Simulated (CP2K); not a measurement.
Consider 2-pyrrolidone at its PBE geometry (Å).

```xyz
13

O     2.4353    0.9451   -0.1413
C     1.2781    0.5310   -0.0791
C     0.8048   -0.9247   -0.1320
C    -0.6710   -0.8703    0.2931
C    -1.1123    0.5728   -0.0441
N     0.1455    1.3076    0.0351
H     0.9313   -1.2763   -1.1674
H     1.4369   -1.5535    0.5045
H    -0.7558   -1.0323    1.3758
H    -1.3009   -1.6157   -0.2060
H    -1.5551    0.6366   -1.0530
H    -1.8482    0.9632    0.6718
H     0.2113    2.3166   -0.0575
```

Method: CP2K XAS_TDP, all-electron GAPW, PBEh(45%), aug-cc-pVDZ, TDA, GW2X-corrected core level, no relativity.

Question: Predict the bright core excitations at the C K edge.

Leading lines: C2 289.62 eV, C3 289.97 eV, C4 290.07 eV and C5 290.91 eV. The leading line of an atom is its first one with 35 % of the strongest within 2.5 eV of its lowest line over the strength cut. Core ionisation energies at this level: C3 292.26, C4 292.40, C2 295.13 and C5 293.36 eV.

The first six lines of each atom with a strength over 0.0015:

```
                       atom  energy (eV)  states  strength, one atom  above the computed threshold
  C2 (bonded to C, N and O)       289.62       1              0.0729                              
                                  294.73       1              0.0039                              
                                  295.35       1              0.0034                           yes
                                  295.51       1              0.0022                           yes
                                  295.75       1              0.0212                           yes
                                  296.11       1              0.0020                           yes
 C3 (bonded to 2 C and 2 H)       289.97       1              0.0060                              
                                  290.18       1              0.0067                              
                                  290.99       1              0.0103                              
                                  291.13       1              0.0035                              
                                  291.31       1              0.0017                              
                                  291.73       1              0.0032                              
 C4 (bonded to 2 C and 2 H)       290.07       1              0.0094                              
                                  290.52       1              0.0186                              
                                  291.15       1              0.0058                              
                                  291.35       1              0.0029                              
                                  291.85       1              0.0017                              
                                  292.27       1              0.0060                              
C5 (bonded to C, N and 2 H)       290.91       1              0.0118                              
                                  291.51       1              0.0224                              
                                  291.74       1              0.0142                              
                                  292.85       1              0.0047                              
                                  293.09       1              0.0129                              
                                  293.17       1              0.0105
```

Lines are vertical, at one geometry, with no vibrational structure. GW2X ionisation energies and lines can be off by 1 to 2 eV either way, and a good line position may hide errors that cancel. These values hold no scalar relativity, about 0.1 eV for C 1s. Rydberg lines, and the discretised continuum above threshold, depend on the basis and the box.

[Banner, clock and machine lines of the logs are left out without a mark of their own.]

[Logs are printed without paths, hosts, clocks, repeated set-up lines and the standing remarks that a program may print on its own settings, such as how far it seeks lower states.]

[Hosts, paths, dates, database ids (printed as entryN), source tags and the programs' standing remarks are cut or masked in the printed files.]
